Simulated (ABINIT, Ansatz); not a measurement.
# CaSiS3 (Pm-3m): zone-centre phonons, part 4 of 4

Aim: the zone-centre modes of CaSiS3 (Pm-3m).

ABINIT 10.8.3; DFT PBEsol, scalar-relativistic, plane waves, PseudoDojo norm-conserving pseudopotentials.

So far. Step 4 (Linear response at Γ): The acoustic modes at Γ come out as far as 5.8 cm⁻¹ from zero, where they should vanish, a small numerical error. The lowest optical mode is imaginary, 130i cm⁻¹, an instability at this level and on this k mesh. Step 5 (Zone-centre analysis): The rule also moves an optical mode by 1.8 cm⁻¹.

The structure was built from a prototype and need not be the compound's stable phase.

## (6) Cross-check with Ansatz

A second program on the same cell, potentials, cutoff and meshes tests the implementation of the phonon response, not its convergence.

This step: DFT PBEsol, scalar-relativistic, plane waves, PseudoDojo norm-conserving pseudopotentials (Ansatz 0.2.0).

input.yaml

```yaml
crystal:
  lattice:
    - [4.5634453982, 0.0, 0.0]
    - [0.0, 4.5634453982, 0.0]
    - [0.0, 0.0, 4.5634453982]
  atoms:
    - { symbol: Ca, position: [0.0, 0.0, 0.0] }
    - { symbol: Si, position: [0.5, 0.5, 0.5] }
    - { symbol: S, position: [0.5, 0.5, 0.0] }
    - { symbol: S, position: [0.5, 0.0, 0.5] }
    - { symbol: S, position: [0.0, 0.5, 0.5] }
kpoints:
  mp_grid: { grid: [6, 6, 6] }
hamiltonian:
  xc: pbesol
  pseudopotentials: { kind: nc, accuracy: standard }
scf:
  occupations: { method: methfessel_paxton, width: 0.27211 }
output:
  eigenvalues: true
basis:
  ecutwfc: 761.919
phonons:
  method: dfpt
```

Started as:

```
$ ansatz run input.yaml --threads 4 --pin off --max-ram 8192MiB --backend cpu --events-out ev --progress --plain --runs-dir out
```

Numbers of over 12 decimals in the logs are rounded to 6 here.

The log of the run:

```text
Warning: basis.ecutwfc = 761.919 eV is below the records' recommended 925.187132 eV, and the density's cutoff is lower with it unless basis.ecutrho_ratio is high enough to keep the records' density cutoff: compare with a run at a higher cutoff
zone centre: on kpoints.mp_grid the ground state, and the responses unless they are solved on pairs of k-points, stand on 64 of the mesh's 216 k-points, reduced under 8 symmetry operations, with k and −k counted as one. Each operation leaves every solved displacement unchanged or reverses it
Engine: ansatz 0.2.0, x86_64-unknown-linux-gnu
Pseudopotentials: kind: nc
Pseudopotential: Ca, nc, valence charge 10, recommended cutoff 925.187132 eV (normal), Ca.nc.azcp (PseudoDojo's, or run here from an input of PseudoDojo's; its table is named by hamiltonian.pseudopotentials.accuracy)
Pseudopotential: Si, nc, valence charge 4, recommended cutoff 489.804952 eV (normal), Si.nc.azcp (PseudoDojo's, or run here from an input of PseudoDojo's; its table is named by hamiltonian.pseudopotentials.accuracy)
Pseudopotential: S, nc, valence charge 6, recommended cutoff 707.496042 eV (normal), S.nc.azcp (PseudoDojo's, or run here from an input of PseudoDojo's; its table is named by hamiltonian.pseudopotentials.accuracy)
Functional definition: PBEsol
  exchange = pbesol_x
  correlation = pbesol_c
Crystal: 5 atoms, lattice volume = 95.034 Å³
Basis set: ecut = 761.919 eV, 4553 PW (Γ), exchange–correlation on 90×90×90 points (8 copies of the dense FFT grid, shifted against one another)
Bands: 21, of which v1, the nominal top of the filled ones, is band 16 counted from 1 (15 counted from 0)
Symmetry: 48 space group operations
k-points: 64 of 216 (irreducible under 8 space group operations)
Non-local potential: Ca, projectors of the file, l = 0: 2, l = 1: 2, l = 2: 2
Non-local potential: Si, projectors of the file, l = 0: 2, l = 1: 2, l = 2: 2
Non-local potential: S, projectors of the file, l = 0: 2, l = 1: 2, l = 2: 2
Initial density: superposition of atomic densities (chi_scale 0.1, normalization cell, long waves kept (reshape's long-wave potential 0.00 eV rms))
Initial wavefunctions: pseudopotential atomic-orbital guess
Functional: x = pbesol(κ = 0.804, μ = 0.123457), c = pbesol(β = 0.046)
SCF iter   1: F=—  HF=-2071.347374 eV  |F-HF|=—  |Δ(HF+E_count)|=         —  Δρ=4.11e-2  dr2=3.03e0  ethr=3.10e-3  ⟨swp⟩=8.9  Hψ=22019  notcnv=0
automatic band count: the SCF goes on with 26 bands, as 21 were too few: they end inside the smearing window of the response
preconditioner: auto → Kerker (q_TF=auto, 2.276 Å⁻¹)  [metal: Δε(μ)=0.131 eV  Ē_g=9.054 eV  σ=0.272 eV  W_gap=0.38  n_scr=18 (ndim 8)  ℏωp=18.7 eV  f_vac=0.000  D(μ)=1.64/eV (n_scr^D=6)]
SCF iter   2: F=—  HF=-2070.577297 eV  |F-HF|=—  |Δ(HF+E_count)|=   7.70e-1  S|Δr|=    0.00e0  Δρ=2.24e-2  dr2=1.11e0  ethr=3.10e-3  ⟨swp⟩=3.9  Hψ=3728  notcnv=0  defer=137
SCF iter   3: F=—  HF=-2070.207381 eV  |F-HF|=—  |Δ(HF+E_count)|=   3.70e-1  S|Δr|=    0.00e0  Δρ=4.91e-3  dr2=1.52e-2  ethr=3.10e-3  ⟨swp⟩=3.4  Hψ=3741  notcnv=0  defer=128
SCF iter   4: F=—  HF=-2070.205592 eV  |F-HF|=—  |Δ(HF+E_count)|=   1.79e-3  S|Δr|=    0.00e0  Δρ=9.90e-4  dr2=2.16e-3  ethr=4.74e-5  ⟨swp⟩=2.5  Hψ=2849  notcnv=0  defer=116
SCF iter   5: F=—  HF=-2070.205095 eV  |F-HF|=—  |Δ(HF+E_count)|=   4.97e-4  S|Δr|=    0.00e0  Δρ=2.59e-4  dr2=8.43e-5  ethr=6.76e-6  ⟨swp⟩=2.3  Hψ=2327  notcnv=0  defer=116
SCF iter   6: F=—  HF=-2070.205103 eV  |F-HF|=—  |Δ(HF+E_count)|=   7.76e-6  S|Δr|=    0.00e0  Δρ=6.84e-5  dr2=4.34e-6  ethr=2.63e-7  ⟨swp⟩=2.9  Hψ=2716  notcnv=0  defer=116
SCF iter   7: F=—  HF=-2070.205101 eV  |F-HF|=—  |Δ(HF+E_count)|=   2.43e-6  S|Δr|=    0.00e0  Δρ=1.19e-5  dr2=2.68e-7  ethr=1.36e-8  ⟨swp⟩=2.6  Hψ=2478  notcnv=0  defer=116
SCF iter   8: F=—  HF=-2070.205058 eV  |F-HF|=—  |Δ(HF+E_count)|=   4.22e-5  S|Δr|=    0.00e0  Δρ=3.06e-6  dr2=1.91e-8  ethr=8.38e-10  ⟨swp⟩=1.9  Hψ=2023  notcnv=0  defer=116
SCF iter   9: F=—  HF=-2070.205058 eV  |F-HF|=—  |Δ(HF+E_count)|=   2.95e-9  S|Δr|=    0.00e0  Δρ=3.15e-7  dr2=6.14e-11  ethr=5.96e-11  ⟨swp⟩=2.7  Hψ=2475  notcnv=0  defer=116
SCF iter  10: F=-2070.205058 eV  HF=-2070.205058 eV  |F-HF|=1.36e-12  |Δ(HF+E_count)|=  8.87e-11  S|Δr|=    0.00e0  Δρ=6.52e-8  dr2=2.91e-12  ethr=1.00e-12  ⟨swp⟩=16.4  Hψ=11152  notcnv=0
SCF 1 converged in 10 iterations: F = -2070.205058 eV  dr2 = 2.91e-12
DFPT response loops at Γ: preconditioner auto → Kerker (q_TF=auto, 2.276 Å⁻¹) (partly filled bands, converged f_vac=0.000); β = 1.00, the filter's whole step (`scf.mixing.beta` (0.50) is not read by the response loops under this deck's `scf.mixing.preconditioner`; to damp them name `kerker` or `kerker_dos`, under which they read `scf.mixing.beta`, and type it under 1.00, their step now; both keys bind the ground state too); Broyden in place of MSR1
SCF converged after 10 iterations
Stability not checked: this state was not tested for a lower state beside it, because cold or Methfessel-Paxton smearing, or corrected tetrahedra, fill the levels in a way that the test cannot read (fill_not_monotonic; see scf.lower_state_search)
Free energy (F): -2070.205058 eV
Harris-Foulkes:  -2070.205058 eV  (|F-HF|=1.36e-12)
Internal energy: -2070.173581 eV  (E = F + TS)
E sigma→0 (E₀):  -2070.197189 eV
Entropy (-TS):   -0.031477 eV (-6.295 meV/atom)
Fermi energy:    7.707039 eV
--- Per-component energies (eV) ---
  E_band       = -103.302805
  E_kinetic    = 721.476330
  E_local      = -1160.378251  (includes V_loc(G=0)·N_el)
  E_nonlocal   = 227.879940
  E_hartree    = 295.740417
  E_xc         = -499.778875
  E_vxc        = -483.761676  (∫ρ·V_xc dr)
  E_ewald      = -1655.113141
  E_smearing   = -0.031477  (= −TS)
  E_closure    = 0.000000  (closes the sum)
  Σ components = -2070.205058   (vs F -2070.205058, Δ=0.00e0)
--- Band table (eV; the first three rows and the last of 64) ---
  k-point 0: bands = [... 12 lower, 6.5391, 6.5391, 6.8937, 6.8937, 6.8937, 10.4458, 10.4458, 10.5824, ... 6 higher]
  k-point 1: bands = [... 12 lower, 6.2048, 6.2110, 6.6164, 6.7499, 6.7499, 10.6756, 10.7149, 10.9896, ... 6 higher]
  k-point 2: bands = [... 12 lower, 5.5593, 5.6994, 6.6076, 6.6076, 7.4203, 11.0702, 11.0985, 11.9698, ... 6 higher]
  k-point 63: bands = [... 12 lower, 5.9239, 8.2684, 8.2684, 8.2684, 10.1943, 10.1943, 10.1943, 10.2019, ... 6 higher]
--- Phonons (Γ-DFPT): 4 representative perturbations + reference, on 64 of 216 k-points (Σ response iterations 12) ---
  k mesh reduced under 8 symmetry operations, with k and −k counted as one. Each operation leaves every solved displacement unchanged or reverses it
  ASR residual: 2.158e-4 → 0.000e0 eV/Å²; symmetrization residual: 7.664e-6 eV/Å²
  ASR residual per site (eV/Å²): 2.16e-4 3.22e-6 1.52e-5 1.52e-5 1.52e-5
  Γ frequencies (cm⁻¹): -129.79 -129.79 -129.79 -82.09 -82.09 -82.09 0.00 0.00 0.00 38.65 38.65 38.65 327.23 327.23 327.23
  non-analytic LO–TO correction: not included (Born effective charges unavailable; polar crystals: no LO–TO splitting at Γ)
```

Wall time 18 s (4 threads of Intel Xeon 6975P-C (Granite Rapids), shared host); peak memory 1.6 GiB; 69 s of CPU time.

Numbers from this step:

```yaml
sum_rule_residual_before_enforcement: 2.16e-4 eV/Å²
```

## (7) The two compared: ABINIT PseudoDojo and Ansatz, PseudoDojo

Numbers from this step:

* root-mean-square difference: 0.05 cm⁻¹
* largest difference: 0.06 cm⁻¹

At the zone centre the largest difference (acoustic modes at Γ apart) is 0.02 % of the highest mode.

## (8) Outcome

| Property | Result |
| --- | --- |
| space group after relaxation | Pm-3m |
| volume per atom | 19.0 Å³ |
| highest optical zone-centre mode (no LO-TO term) | 327.2 cm⁻¹ |
| lowest optical zone-centre mode | -129.8 cm⁻¹ |
| imaginary optical modes at the zone centre (no q mesh in this session) | yes |
| largest difference from Ansatz, PseudoDojo | 0.06 cm⁻¹ |

In words: At the PBEsol level the optical modes of CaSiS3 (Pm-3m) at the zone centre run from 130i to 327 cm⁻¹, so the structure is a saddle point, with 6 modes beyond 10i cm⁻¹ there. ABINIT PseudoDojo and Ansatz, PseudoDojo agree to 0.06 cm⁻¹ (0.02 % of the highest mode compared) on all solved modes but the acoustic ones at Γ, without the LO-TO term. These are harmonic frequencies at zero temperature: anharmonic shifts and linewidths and thermal expansion are left out. In a metal the frequencies hang on the k mesh and the smearing, most of all near Kohn anomalies. Ansatz warns that the cutoff lies 18 % under the one recommended for these files; agreement at one cutoff is not convergence. The structure is a hypothetical one, built on a prototype.

[Host names and launcher messages were left out of these logs when they were recorded.]

[Logs are printed without paths, hosts, clocks, repeated set-up lines and the standing remarks that a program may print on its own settings, such as how far it seeks lower states.]

[Hosts, paths, dates, database ids (printed as entryN), source tags and the programs' standing remarks are cut or masked in the printed files.]
